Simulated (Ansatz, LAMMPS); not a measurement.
**Aqueous Cs+ and OH-, 1.9 mol of salt per kg of water, from a frame at 300 K (93 atoms): geometry optimisation**

How does aqueous Cs+ and OH-, 1.9 mol of salt per kg of water, from a frame at 300 K (93 atoms) relax, and what do bonds, charges and levels look like afterwards?

Program: Ansatz 0.2.0. Level of theory: Kohn-Sham DFT, PBE+D4, PAW (set soft_2), plane waves. Results are calculated unless marked as measured.

## Step 1: The structure

The cell holds 93 atoms: 31 O, 61 H and 1 Cs. Cell: a = 9.768 Å, b = 9.768 Å, c = 9.768 Å, α = 90.0°, β = 90.0°, γ = 90.0°. 30 H2O, 1 Cs+, 1 OH- placed at random, at 1.23 g/cm³; overlaps pushed apart, then 10 ps at 420 K with Joung-Cheatham ions (J. Phys. Chem. B 112, 9020 (2008)); MMFF94 bonds, angles, torsions, charges and radii (Halgren, J. Comput. Chem. 17, 490 (1996)) in harmonic and 12-6 forms; SPC/E water (Berendsen, Grigera and Straatsma, J. Phys. Chem. 91, 6269 (1987)). Snapshot after 20 ps at 300 K and fixed volume.

What the set-up can't give: The network of contacts between molecules at the start is that of the classical potential that made the cell. The density was typed from a rule of thumb and may lie off the real one at this temperature. Sampling is at Γ alone, for a cell whose shortest periodic width is 10 Å. Spin–orbit coupling is left out, which matters for the levels of the heavy elements.

## Step 2: Making the structure

A classical potential makes the cell, at a small fraction of what the same run would cost in DFT.

This step: classical MD, Joung-Cheatham ions (J. Phys. Chem. B 112, 9020 (2008)); MMFF94 bonds, angles, torsions, charges and radii (Halgren, J. Comput. Chem. 17, 490 (1996)) in harmonic and 12-6 forms; SPC/E water (Berendsen, Grigera and Straatsma, J. Phys. Chem. 91, 6269 (1987)) (LAMMPS 22 Jul 2025 - Update 4).

in.lmp

```
# aqueous Cs+ and OH-, 1.9 mol of salt per kg of water
units real
atom_style full
boundary p p p
bond_style harmonic
angle_style harmonic
dihedral_style opls
improper_style harmonic
special_bonds lj 0 0 0.5 coul 0 0 0.75
read_data data.lmp
neigh_modify delay 0 every 1 check yes one 4000
comm_modify cutoff 12.0
timestep 0.5
thermo_style custom step time temp pe press density
thermo_modify norm yes
# push overlapping molecules apart
pair_style soft 2.6
pair_coeff * * 0.0
variable a equal ramp(1,60)
fix ad all adapt 1 pair soft a * * v_a
velocity all create 420 160472 mom yes dist gaussian
fix lim all nve/limit 0.03
fix lan all langevin 420 420 50 160473 zero yes
thermo 1000
run 3000 post no
unfix ad
pair_style lj/cut/coul/long 8.8
pair_modify mix arithmetic tail yes
pair_coeff 1 1 0.1553 3.1660   # O
pair_coeff 2 2 0.0000 1.0000   # H
pair_coeff 3 3 0.0763 3.6820   # O
pair_coeff 4 4 0.0100 1.2000   # H
pair_coeff 5 5 0.0899 3.6010   # Cs
kspace_style pppm 1.0e-4
# [... 18 lines left out ...]
compute msd all msd com yes
thermo 5000
fix md all nvt temp 300 300 100
run 20000 post no
print "== T300: mean square displacement over the hold $(c_msd[4]:%.2f) A^2"
unfix md
uncompute msd
write_dump all custom T300.dump id type xs ys zs modify sort id
```

Launch:

```
$ lmp -in in.lmp -log none -nocite
```

Numbers of over 12 decimals in the logs are rounded to 6 here.

What it wrote:

```text
LAMMPS (22 Jul 2025 - Update 4)
Reading data file ...
  orthogonal box = (0 0 0) to (9.76803 9.76803 9.76803)
  93 atoms
  orthogonal box = (0 0 0) to (9.76803 9.76803 9.76803)
  61 bonds
  30 angles
   Step          Time           Temp          PotEng         Press         Density
         0   0              420            0.23378221     9623.2467      1.2300005
      1000   500            419.37386      0.97014829     41143.655      1.2300005
      2000   1000           454.97206      0.75638283     39756.47       1.2300005
      3000   1500           461.73548      0.82138136     45364.738      1.2300005
Loop time of 0.134124 s on 1 MPI rank(s) for 3000 steps with 93 atoms
PPPM initialization ...
  G vector (1/distance) = 0.33047615
  grid = 8 8 8
  estimated relative force accuracy = 2.3773477e-05
   Step          Time           Temp          PotEng         Press         Density
      3000   1500           461.73548     -0.78221181     33009.463      1.2300005
      3100   1550           461.73548     -5.7378426      2968.9319      1.2300005
      3200   1600           461.73548     -6.2115225      332.97605      1.2300005
      3253   1626.5         461.73548     -6.2630839     -990.6094       1.2300005
Loop time of 0.215309 s on 1 MPI rank(s) for 253 steps with 93 atoms
Minimization stats:
  Stopping criterion = energy tolerance
  Energy initial, next-to-last, final =
    -0.782211811059132  -6.26302968077015   -6.2630838751729
  Force two-norm initial, final = 528.42819 3.7845942
  Iterations, force evaluations = 253 494
   Step          Time           Temp          PotEng         Press         Density
         0   0              420           -6.2630839     -1551.9667      1.2300005
      1000   500            453.84945     -4.9004063      17138.905      1.2300005
      2000   1000           424.48129     -4.9005233     -15723.994      1.2300005
Loop time of 0.704216 s on 1 MPI rank(s) for 2000 steps with 93 atoms
   Step          Time           Temp          PotEng         Press         Density
      2000   1000           629.87546     -5.4881241      29654.443      1.2300005
[... 5 lines left out ...]
Loop time of 3.26679 s on 1 MPI rank(s) for 10000 steps with 93 atoms
   Step          Time           Temp          PotEng         Press         Density
[... 4 lines left out ...]
Loop time of 1.60168 s on 1 MPI rank(s) for 5000 steps with 93 atoms
   Step          Time           Temp          PotEng         Press         Density
[... 2 lines left out ...]
     25000   24000          308.27813     -5.6810171      89.892684      1.2300005
     30000   29000          282.85039     -5.6415347      343.97544      1.2300005
     35000   34000          332.75986     -5.61294        4447.7457      1.2300005
     37000   36000          269.22605     -5.6887565     -3115.912       1.2300005
Loop time of 6.32878 s on 1 MPI rank(s) for 20000 steps with 93 atoms
== T300: mean square displacement over the hold 25.92 A^2
```

Elapsed: 13 s, on 1 thread of Intel Xeon Platinum 8488C (Sapphire Rapids), shared host; peak memory 0.12 GiB.

The input also reads data.lmp (atoms, bonds and types; not printed here).

## Step 3: Single point at the start

The forces at the start show how far the geometry lies from a minimum of this functional.

input.yaml

```yaml
crystal:
  lattice:
    - [9.76803, 0.0, 0.0]
    - [0.0, 9.76803, 0.0]
    - [0.0, 0.0, 9.76803]
  atoms:
    - { symbol: O, position: [0.03346, 0.5521, 0.9318] }
    - { symbol: H, position: [0.04635, 0.45192, 0.94849] }
    - { symbol: H, position: [0.11304, 0.58835, 0.87857] }
    - { symbol: O, position: [0.47911, 0.32421, 0.41198] }
    - { symbol: H, position: [0.43705, 0.37376, 0.49108] }
    - { symbol: H, position: [0.56408, 0.37306, 0.38241] }
    - { symbol: O, position: [0.7217, 0.48276, 0.1175] }
    - { symbol: H, position: [0.7564, 0.48628, 0.21375] }
    - { symbol: H, position: [0.79744, 0.50694, 0.05301] }
    - { symbol: O, position: [0.63974, 0.52387, 0.65909] }
    - { symbol: H, position: [0.67823, 0.51449, 0.56469] }
    - { symbol: H, position: [0.70411, 0.5786, 0.7169] }
    - { symbol: O, position: [0.52075, 0.98734, 0.90431] }
    - { symbol: H, position: [0.48256, 0.98226, 0.80946] }
    - { symbol: H, position: [0.54423, 0.08449, 0.92647] }
    - { symbol: O, position: [0.97326, 0.64836, 0.411] }
    - { symbol: H, position: [0.05, 0.59976, 0.45821] }
    - { symbol: H, position: [0.89123, 0.5872, 0.4074] }
    - { symbol: O, position: [0.06893, 0.81897, 0.03945] }
    - { symbol: H, position: [0.98645, 0.86575, 0.00087] }
    - { symbol: H, position: [0.03977, 0.73568, 0.09135] }
    - { symbol: O, position: [0.13006, 0.24711, 0.43394] }
    - { symbol: H, position: [0.14664, 0.34665, 0.45121] }
    - { symbol: H, position: [0.21973, 0.19799, 0.42873] }
    - { symbol: O, position: [0.34207, 0.78374, 0.00033] }
    - { symbol: H, position: [0.40285, 0.86611, 0.99927] }
    - { symbol: H, position: [0.24501, 0.81314, 0.01432] }
    - { symbol: O, position: [0.0344, 0.27729, 0.97571] }
    - { symbol: H, position: [0.97978, 0.22583, 0.90608] }
    - { symbol: H, position: [0.00687, 0.2473, 0.06964] }
    - { symbol: O, position: [0.82356, 0.00597, 0.22874] }
    - { symbol: H, position: [0.81566, 0.09926, 0.1873] }
    - { symbol: H, position: [0.90548, 0.00269, 0.29005] }
    - { symbol: O, position: [0.72076, 0.82606, 0.044] }
    - { symbol: H, position: [0.77004, 0.89189, 0.10498] }
    - { symbol: H, position: [0.64931, 0.87612, 0.99043] }
    - { symbol: O, position: [0.81925, 0.69056, 0.81206] }
    - { symbol: H, position: [0.90835, 0.64182, 0.82491] }
    - { symbol: H, position: [0.79484, 0.74031, 0.89814] }
    - { symbol: O, position: [0.42466, 0.12952, 0.20688] }
    - { symbol: H, position: [0.44934, 0.15314, 0.11038] }
    - { symbol: H, position: [0.43209, 0.21315, 0.26545] }
    - { symbol: O, position: [0.90502, 0.27811, 0.24556] }
    - { symbol: H, position: [0.98742, 0.25326, 0.30101] }
    - { symbol: H, position: [0.84951, 0.34763, 0.29621] }
    - { symbol: O, position: [0.47768, 0.77363, 0.59628] }
    - { symbol: H, position: [0.51447, 0.68207, 0.62354] }
    - { symbol: H, position: [0.39796, 0.761, 0.5333] }
    - { symbol: O, position: [0.34302, 0.70443, 0.35783] }
    - { symbol: H, position: [0.43999, 0.71837, 0.32813] }
    - { symbol: H, position: [0.28155, 0.70704, 0.276] }
    - { symbol: O, position: [0.03673, 0.92538, 0.41689] }
    - { symbol: H, position: [0.00606, 0.84046, 0.36864] }
    - { symbol: H, position: [0.99226, 0.93026, 0.50897] }
    - { symbol: O, position: [0.84374, 0.20411, 0.52371] }
    - { symbol: H, position: [0.82165, 0.28886, 0.4707] }
    - { symbol: H, position: [0.94533, 0.19478, 0.53235] }
    - { symbol: O, position: [0.40288, 0.39148, 0.67392] }
    - { symbol: H, position: [0.49455, 0.43702, 0.67556] }
    - { symbol: H, position: [0.35734, 0.40316, 0.76486] }
    - { symbol: O, position: [0.8874, 0.90527, 0.65933] }
    - { symbol: H, position: [0.85953, 0.82141, 0.71102] }
    - { symbol: H, position: [0.87957, 0.98712, 0.72033] }
    - { symbol: O, position: [0.596, 0.25113, 0.99198] }
    - { symbol: H, position: [0.63559, 0.33806, 0.0288] }
    - { symbol: H, position: [0.5072, 0.2712, 0.94517] }
    - { symbol: O, position: [0.30158, 0.986, 0.44508] }
    - { symbol: H, position: [0.2065, 0.94803, 0.44548] }
    - { symbol: H, position: [0.32282, 0.02383, 0.35236] }
    - { symbol: O, position: [0.81679, 0.15865, 0.82009] }
    - { symbol: H, position: [0.82179, 0.20039, 0.72675] }
    - { symbol: H, position: [0.74982, 0.21086, 0.87728] }
    - { symbol: O, position: [0.23241, 0.68056, 0.74644] }
    - { symbol: H, position: [0.2436, 0.70311, 0.84567] }
    - { symbol: H, position: [0.29403, 0.74036, 0.6907] }
    - { symbol: O, position: [0.19826, 0.50918, 0.49082] }
    - { symbol: H, position: [0.20222, 0.52285, 0.5922] }
    - { symbol: H, position: [0.26364, 0.57336, 0.44516] }
    [... 9 atom lines left out ...]
    - { symbol: O, position: [0.40363, 0.53542, 0.08885] }
    - { symbol: H, position: [0.39566, 0.63124, 0.0537] }
    - { symbol: H, position: [0.49734, 0.5209, 0.12743] }
    - { symbol: O, position: [0.7503, 0.47469, 0.39854] }
    - { symbol: H, position: [0.68194, 0.53596, 0.44795] }
    - { symbol: Cs, position: [0.64629, 0.97841, 0.47508] }
kpoints:
  mp_grid: { grid: [1, 1, 1] }
hamiltonian:
  xc: pbe
  dispersion: d4
scf:
  occupations: { method: fixed }
output:
  forces: true
  stress: true
  populations: true
  dos:
    method: { smearing: { sigma: 0.08 } }
    de: 0.1
    projected: { site_lists: { Cs: [Cs], H: [H], O: [O] } }
  eigenvalues: true
```

Launch:

```
$ ansatz run input.yaml --threads 4 --pin off --max-ram 8192MiB --backend cpu --events-out ev --progress --plain --runs-dir out
```

What it wrote:

```text
Engine: ansatz 0.2.0, x86_64-unknown-linux-gnu
Pseudopotentials: kind: paw
Pseudopotential: O, paw, valence charge 6, recommended cutoff 420 eV (normal), O.paw.azcp
Pseudopotential: H, paw, valence charge 1, recommended cutoff 420 eV (normal), H.paw.azcp
Pseudopotential: Cs, paw, valence charge 9, recommended cutoff 420 eV (normal), Cs.paw.azcp
Functional definition: PBE
  parameter kappa = 0.804
  parameter beta = 0.066725
  exchange = pbe_x(kappa = kappa, mu = beta*pi^2/3)
  correlation = pbe_c(beta = beta)
Crystal: 93 atoms, lattice volume = 932.011 Å³
Basis set: ecut = 420 eV, 18277 PW (Γ), exchange–correlation on 144×144×144 points (8 copies of the dense FFT grid, shifted against one another)
Bands: 221, of which v1, the nominal top of the filled ones, is band 128 counted from 1 (127 counted from 0)
Symmetry: 1 space group operations
Space group: P1 (ITA 1), of the structure as read, at distance tolerance 9.8e-5 Å
k-points: 1
Non-local potential: O, projectors of the file, l = 0: 2, l = 1: 2, l = 2: 1
Non-local potential: H, projectors of the file, l = 0: 2, l = 1: 1
Non-local potential: Cs, projectors of the file, l = 0: 3, l = 1: 2, l = 2: 2, l = 3: 2
PAW form: soft (Blöchl's): semilocal exchange-correlation on the pseudo side does not see the compensation charge
PAW one-centre angular grid: O, 110 points (default); XC on 64 Gauss nodes
PAW one-centre angular grid: H, 110 points (default); XC on 64 Gauss nodes
PAW one-centre angular grid: Cs, 194 points (default); XC on 64 Gauss nodes
Initial density: superposition of atomic densities (neutral atoms: chi_scale 0, normalization atom), corrected by the library's trained network
Initial wavefunctions: pseudopotential atomic-orbital guess
Functional: x = pbe(κ = 0.804, μ = 0.219515), c = pbe(β = 0.066725)
SCF iter   1: F=—  HF=-24245.579690 eV  |F-HF|=—  |Δ(HF+E_count)|=         —  Δρ=3.56e-3  dr2=1.51e-1  ethr=1.77e-3  ⟨swp⟩=5.0  Hψ=793  notcnv=0  defer=91
preconditioner: auto → Resta (q_TF=auto, 2.200 Å⁻¹)  ε∞=2.2  [insulator: Δε(μ)=4.169 eV  Ē_g=17.617 eV  n_scr=170 (ndim 8)  ℏωp=19.5 eV  f_vac=0.257  ε∞_Penn≈2.2]
SCF iter   2: F=—  HF=-24245.515891 eV  |F-HF|=—  |Δ(HF+E_count)|=   6.38e-2  Δρ=1.88e-3  dr2=3.17e-2  ethr=5.89e-5  ⟨swp⟩=2.0  Hψ=352  notcnv=0  defer=91
SCF iter   3: F=—  HF=-24245.495918 eV  |F-HF|=—  |Δ(HF+E_count)|=   2.00e-2  Δρ=7.28e-4  dr2=8.61e-3  ethr=1.24e-5  ⟨swp⟩=2.0  Hψ=263  notcnv=0  defer=91
SCF iter   4: F=—  HF=-24245.492423 eV  |F-HF|=—  |Δ(HF+E_count)|=   3.49e-3  Δρ=2.53e-4  dr2=6.23e-4  ethr=3.36e-6  ⟨swp⟩=3.0  Hψ=267  notcnv=0  defer=91
SCF iter   5: F=—  HF=-24245.492433 eV  |F-HF|=—  |Δ(HF+E_count)|=   1.03e-5  Δρ=1.92e-4  dr2=2.84e-4  ethr=2.43e-7  ⟨swp⟩=3.0  Hψ=237  notcnv=0  defer=91
SCF iter   6: F=—  HF=-24245.492411 eV  |F-HF|=—  |Δ(HF+E_count)|=   2.23e-5  Δρ=4.00e-5  dr2=1.29e-5  ethr=1.11e-7  ⟨swp⟩=3.0  Hψ=234  notcnv=0  defer=89
SCF iter   7: F=—  HF=-24245.493288 eV  |F-HF|=—  |Δ(HF+E_count)|=   8.77e-4  Δρ=2.01e-5  dr2=2.81e-6  ethr=5.03e-9  ⟨swp⟩=2.0  Hψ=348  notcnv=0  defer=86
SCF iter   8: F=—  HF=-24245.493288 eV  |F-HF|=—  |Δ(HF+E_count)|=   1.30e-8  Δρ=4.90e-6  dr2=1.85e-7  ethr=1.10e-9  ⟨swp⟩=3.0  Hψ=264  notcnv=0  defer=86
SCF iter   9: F=-24245.493288 eV  HF=-24245.493288 eV  |F-HF|=4.29e-10  |Δ(HF+E_count)|=   6.35e-8  Δρ=1.48e-6  dr2=1.93e-8  ethr=3.91e-11  ⟨swp⟩=18.0  Hψ=1653  notcnv=0
SCF 1 converged in 9 iterations: F = -24245.493288 eV  dr2 = 1.93e-8
  greatest PAW one-centre occupation: 0.926 electrons in one spin orbital (limit 2), on the Cs atom at site 92 (counted from 0), in its partial waves of l = 0
SCF converged after 9 iterations
Free energy (F): -24245.493288 eV
Harris-Foulkes:  -24245.493288 eV  (|F-HF|=4.29e-10)
Internal energy: -24245.493288 eV  (E = F + TS)
E sigma→0 (E₀):  -24245.493288 eV
Fermi energy:    -1.862856 eV
--- Per-component energies (eV) ---
  E_band       = -2342.211305
  E_kinetic    = 6391.484859
  E_local      = -19669.704915  (includes V_loc(G=0)·N_el)
  E_nonlocal   = 1623.475218
  E_hartree    = 7106.533350
  E_xc         = -2982.023422
  E_vxc        = -3714.792040  (∫ρ·V_xc dr)
  E_paw        = -10014.904647  (= ΣΔE_a)
  E_vpaw       = -1185.752407  (= ΣTr[D̂ρ^β])
  E_aug_tail   = 0.006265  (compensation charges beyond the density's cutoff)
  E_ewald      = -6697.327315
  E_disp       = -3.032681  (pairwise vdW)
  E_smearing   = -0.000000  (= −TS)
  E_closure    = 0.000000  (closes the sum)
  Σ components = -24245.493288   (vs F -24245.493288, Δ=0.00e0)
--- Forces (eV/Å), atoms counted from 1 ---
  atom   1  O      0.71497344     0.24566328    -0.45559684
  atom   2  H     -0.08861990     0.34843112    -0.22619337
  atom   3  H     -0.98556882    -0.85258620     0.51941980
  atom   4  O      0.41578223     0.55193171    -0.17145558
  atom   5  H      0.30742508    -0.45779825    -0.71579989
  atom   6  H     -0.69894561    -0.29552030     0.57569497
  atom   7  O      0.66248723     0.11239481    -0.99592111
  atom   8  H     -0.29224997     0.05005524    -0.38071557
  atom   9  H     -0.78924518    -0.21229367     1.04840995
  atom  10  O      0.05625837     0.52357278    -0.05280443
  atom  11  H      0.42351274    -0.53360283     2.03973407
  atom  12  H     -0.07856208    -0.12547372    -0.28994412
  atom  13  O     -0.01397321    -0.07356710     0.33169188
  atom  14  H      0.45517546     0.84175733     0.60381710
[...]
atom  92  H      1.10062316    -0.97905332    -2.12748080
  atom  93  Cs     0.06247611     0.14586134    -0.32182623
  max |Σ_I F_I| component: 2.99e-5 eV/Å
--- Stress (GPa, compression-positive) ---
       -2.566816       0.343697      -0.347761
        0.343697      -1.345264      -0.170697
       -0.347761      -0.170697      -2.327606
  P = ⅓ Tr σ = -2.0799 GPa (-20.799 kbar)
--- Band table (eV) ---
  k-point 0: bands = ["-21.3048", "-21.2046", "-21.1356", "-21.0577", [... 205 levels ...], "10.8802", "10.9277", "11.0215", "11.0615", "11.1531", "11.2557", "11.2880", "11.3065", "11.3911", "11.4160", "11.4845", "11.6310"]
--- Löwdin populations: 93 sites ---
  site symbol       q [e]
     0      O      6.7024
     1      H      0.6158
     2      H      0.6157
[...]
92     Cs      8.1117
  spilling = 0.010616 (of n_electrons = 256.000000)
```

Elapsed: 6.5 s, on 4 threads of Intel Xeon Platinum 8488C (Sapphire Rapids), shared host; peak memory 1.1 GiB.

Read from the output:

| Item | Value |
| --- | --- |
| free energy | -24245.4933 eV |
| free energy per atom | -260.7042 eV/atom |
| SCF cycles | 9 |
| pressure | -2.08 GPa |
| r.m.s. force component | 0.5498 eV/Å |
| longest force | 2.588 eV/Å |
| Fermi energy | -1.863 eV |
| gap (highest filled to lowest empty level) | 4.144 eV |
| spilling of the projection | 0.01062 |

The r.m.s. force component of 0.55 eV/Å and the pressure of -2.1 GPa set the starting point.

Length of the force by element:

| element | coordination | atoms | mean length of the force (eV/Å) | spread | least | most |
| --- | --- | --- | --- | --- | --- | --- |
| Cs | all | 1 | 0.359 | 0 | 0.359 | 0.359 |
| H | all | 61 | 0.942 | 0.438 | 0.326 | 2.59 |
| O | all | 31 | 0.689 | 0.343 | 0.252 | 1.61 |

[end of part 1 of 3]

[Logs are printed without paths, hosts, clocks, repeated set-up lines and the standing remarks that a program may print on its own settings, such as how far it seeks lower states.]

[Hosts, paths, dates, database ids (printed as entryN), source tags and the programs' standing remarks are cut or masked in the printed files.]

[The MMFF94 radii named for the starting cell were scaled by 0.96; in molecules described by MMFF94, hydrogen bound to N, O or S took a small fixed 12-6 site in their place.]
